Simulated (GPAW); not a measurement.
# ZrGe2As4 monolayer in an electric field, part 2 of 2

How does ZrGe2As4 monolayer screen a perpendicular field?

GPAW 26.7.0; GPAW, PAW setups; layer in a repeated cell with vacuum, relaxation of atoms and in-plane cell (the session's first sound run).

So far. Step 5 (In a field): The dipole is now -0.0893 e Å, against 0.0022 in the run without a field. Step 8 (Field on): The dipole is now 0.0893 e Å, against 0.0022 in the run without a field.

## Step 9: Field on (continued)

The electrostatic potential energy of an electron (without an applied field's), less the Fermi level, planar mean oscillates, so the rows of the table below give means over windows of 1.83 Å about each position, cut where the curve ends. Its maxima inside the range that stand out by 2 % of the span (Å: eV): 1.8: 6.33, 9.6: -7.71, 11.4: 3.25, 13.3: -4.44, 15.0: -4.77, 16.8: 2.19, 18.6: -9.44. Its minima: 9.1: -11.3, 10.0: -11.1, 12.5: -10.3, 14.1: -15.1, 15.7: -10.9, 18.2: -12.6, 19.1: -13.3.

Electrostatic potential energy of an electron (without an applied field's), less the Fermi level, planar mean against z; means over each step:

z (Å), electrostatic potential energy of an electron (without an applied field's), less the Fermi level, planar mean (eV) and a bar from the least value:
```
     0.92        6.2 ##############################
     2.75        6.3 ##############################
     4.58        6.3 ##############################
     6.41        6.2 ##############################
     8.23       -0.7 #################
    10.07       -7.0 #####
    11.89       -2.0 ##############
    13.73       -9.4 
    15.55       -6.3 ######
    17.38       -3.3 ############
    19.21       -8.6 ##
    21.05        3.2 ########################
    22.88        3.8 #########################
    24.70        3.8 #########################
    26.54        3.8 #########################
```

The dipole is now 0.179 e Å, against 0.0022 in the run without a field.

## Step 10: In a field

Input file run.py:

```python
import json
import numpy as np
from ase import Atoms
from gpaw import GPAW, PW
from gpaw.external import ConstantElectricField

slab = Atoms(
    ['As', 'Ge', 'As', 'Zr', 'As', 'Ge', 'As'],
    positions=[
        [-0.00000, 0.00000, 9.00000],
        [-0.00000, 2.23805, 10.11960],
        [-0.00000, 2.23805, 12.57247],
        [0.00000, -0.00000, 14.11531],
        [-0.00000, 2.23805, 15.65816],
        [-0.00000, 2.23805, 18.11102],
        [0.00000, 0.00000, 19.23063]],
    cell=[[3.87641, -0.0, 0.0], [-1.9382, 3.35706, 0.0], [0.0, 0.0, 28.2306]],
    pbc=[True, True, False])

slab.calc = GPAW(mode=PW(400), xc='PBE', kpts={'size': (9, 9, 1), 'gamma': True},
                 occupations={'name': 'fermi-dirac', 'width': 0.05}, nbands='200%',
                 convergence={'density': 1e-05}, maxiter=200,
                 poissonsolver={'dipolelayer': 'xy'},
                 external=ConstantElectricField(0.3, [0, 0, 1]),
                 symmetry={'tolerance': 1e-3}, txt='slab.txt')
result = {}
energy = slab.get_potential_energy()
fermi = slab.calc.get_fermi_level()
v = slab.calc.get_electrostatic_potential().mean((0, 1)) - fermi
n = slab.calc.get_pseudo_density().mean((0, 1))
L = slab.cell[2, 2]
z = np.arange(len(v)) * L / len(v)
low, high = slab.positions[:, 2].min(), slab.positions[:, 2].max()
below, above = np.interp([low - 6.8, high + 6.8], z, v)
slopes = [np.interp(x, z, np.gradient(v, z)) for x in (low - 6.8, high + 6.8)]
eps = np.array([[slab.calc.get_eigenvalues(k, s) for k in range(len(slab.calc.get_ibz_k_points()))]
                for s in range(slab.calc.get_number_of_spins())]) - fermi
top, bottom = eps[eps < 0].max(), eps[eps > 0].min()
dipole = slab.get_dipole_moment()[2]
print(f'energy {energy:.4f} eV, Fermi level {fermi:.4f} eV, dipole {dipole:.5f} e A')
print(f'potential 6.8 A off the faces, from the Fermi level: lower {below:.4f} eV, upper {above:.4f} eV')
print(f'slope of the potential there: lower {slopes[0]:.5f}, upper {slopes[1]:.5f} eV/A')
print(f'nearest levels on the mesh: {top:.4f} and {bottom:.4f} eV')
print('magnetic moment', round(slab.get_magnetic_moment(), 3))
result.update(energy=energy, fermi=fermi, dipole=dipole, below=below, above=above, slopes=slopes, edges=[top, bottom],
              z=z.tolist(), v=v.tolist(), n=n.tolist(), positions=slab.positions.tolist(),
              forces=slab.get_forces(apply_constraint=False).tolist(), moments=slab.get_magnetic_moments().tolist())
json.dump(result, open('result.json', 'w'))
```

Command:

```sh
OMP_NUM_THREADS=1 OPENBLAS_NUM_THREADS=1 python run.py
```

Elapsed: 4.9 min, on 1 thread of Arm Neoverse V1, shared host; peak memory 0.51 GiB.

The dipole is now 0.268 e Å, against 0.0022 in the run without a field.

## Step 11: The series

The members are put on one axis.

This step: induced dipole against applied field (GPAW 26.7.0).

Table of dipole along the normal by field:

| field (V/Å) | dipole along the normal (e·Å) |
| --- | --- |
| -0.200 | -0.179 |
| -0.100 | -0.0893 |
| -0.050 | -0.0446 |
| 0.000 | 0.00223 |
| 0.050 | 0.0446 |
| 0.100 | 0.0893 |
| 0.200 | 0.179 |
| 0.300 | 0.268 |

## Step 12: A changed run

One more run, with changed settings.

This step: GPAW, PAW setups; slab in vacuum (GPAW 26.7.0).

Changes to run.py since step 10:

```diff
@@ -4,3 +4,2 @@
 from gpaw import GPAW, PW
-from gpaw.external import ConstantElectricField
 
@@ -19,7 +18,6 @@
 
-slab.calc = GPAW(mode=PW(400), xc='PBE', kpts={'size': (9, 9, 1), 'gamma': True},
+slab.calc = GPAW(mode=PW(100), xc='PBE', kpts={'size': (9, 9, 1), 'gamma': True},
                  occupations={'name': 'fermi-dirac', 'width': 0.05}, nbands='200%',
-                 convergence={'density': 1e-05}, maxiter=200,
+                 convergence={'density': 1e-05}, maxiter=50,
                  poissonsolver={'dipolelayer': 'xy'},
-                 external=ConstantElectricField(0.3, [0, 0, 1]),
                  symmetry={'tolerance': 1e-3}, txt='slab.txt')
```

Run time: 13 s. Hardware: 1 thread; peak memory 0.14 GiB.

The run finished. A setting was moved off its sound value on purpose, so it serves as a test and not as the result.

The fault put into the input: a cutoff far too low (ecut = 100).

The two runs compared:

| quantity | this run | sound run | difference |
| --- | --- | --- | --- |
| upper work function (eV) | 4.9666 | 5.0764 | -0.110 |
| lower work function (eV) | 4.9750 | 5.0847 | -0.110 |

One result that differs is the upper work function, 4.97 eV against 5.08 eV.

## Step 13: What came out

```yaml
work_function_upper_and_lower_face: 5.076 and 5.085 eV
dipole_along_the_normal: 0.0022 e Å, near the numerical noise
induced_dipole_per_field: 0.893 e Å per V/Å
out_of_plane_polarisability_per_area_alpha_eps_0_a: 12.4 Å
```

In words: The field induces 0.893 e Å per V/Å, a polarisable thickness α/(ε0 A) of 12.4 Å beside 10.2 Å between the outermost nuclei. A perfect conductor would give the distance between its two image planes; a dielectric of thickness t gives t(1 - 1/ε). The induced dipole is linear in the field over this range. The starting lattice was a guess from atomic radii; the relaxation moved it by 4 %. The small printed dipole stands for a step of -31 meV from the lower to the upper face, and the probes find -8.4 meV; values this small are near the numerical noise of both. The layer's cell and atoms come from the relaxation; spin-orbit coupling and temperature are left out.

[Logs are printed without paths, hosts, clocks, repeated set-up lines and the standing remarks that a program may print on its own settings, such as how far it seeks lower states.]

[Hosts, paths, dates, database ids (printed as entryN), source tags and the programs' standing remarks are cut or masked in the printed files.]
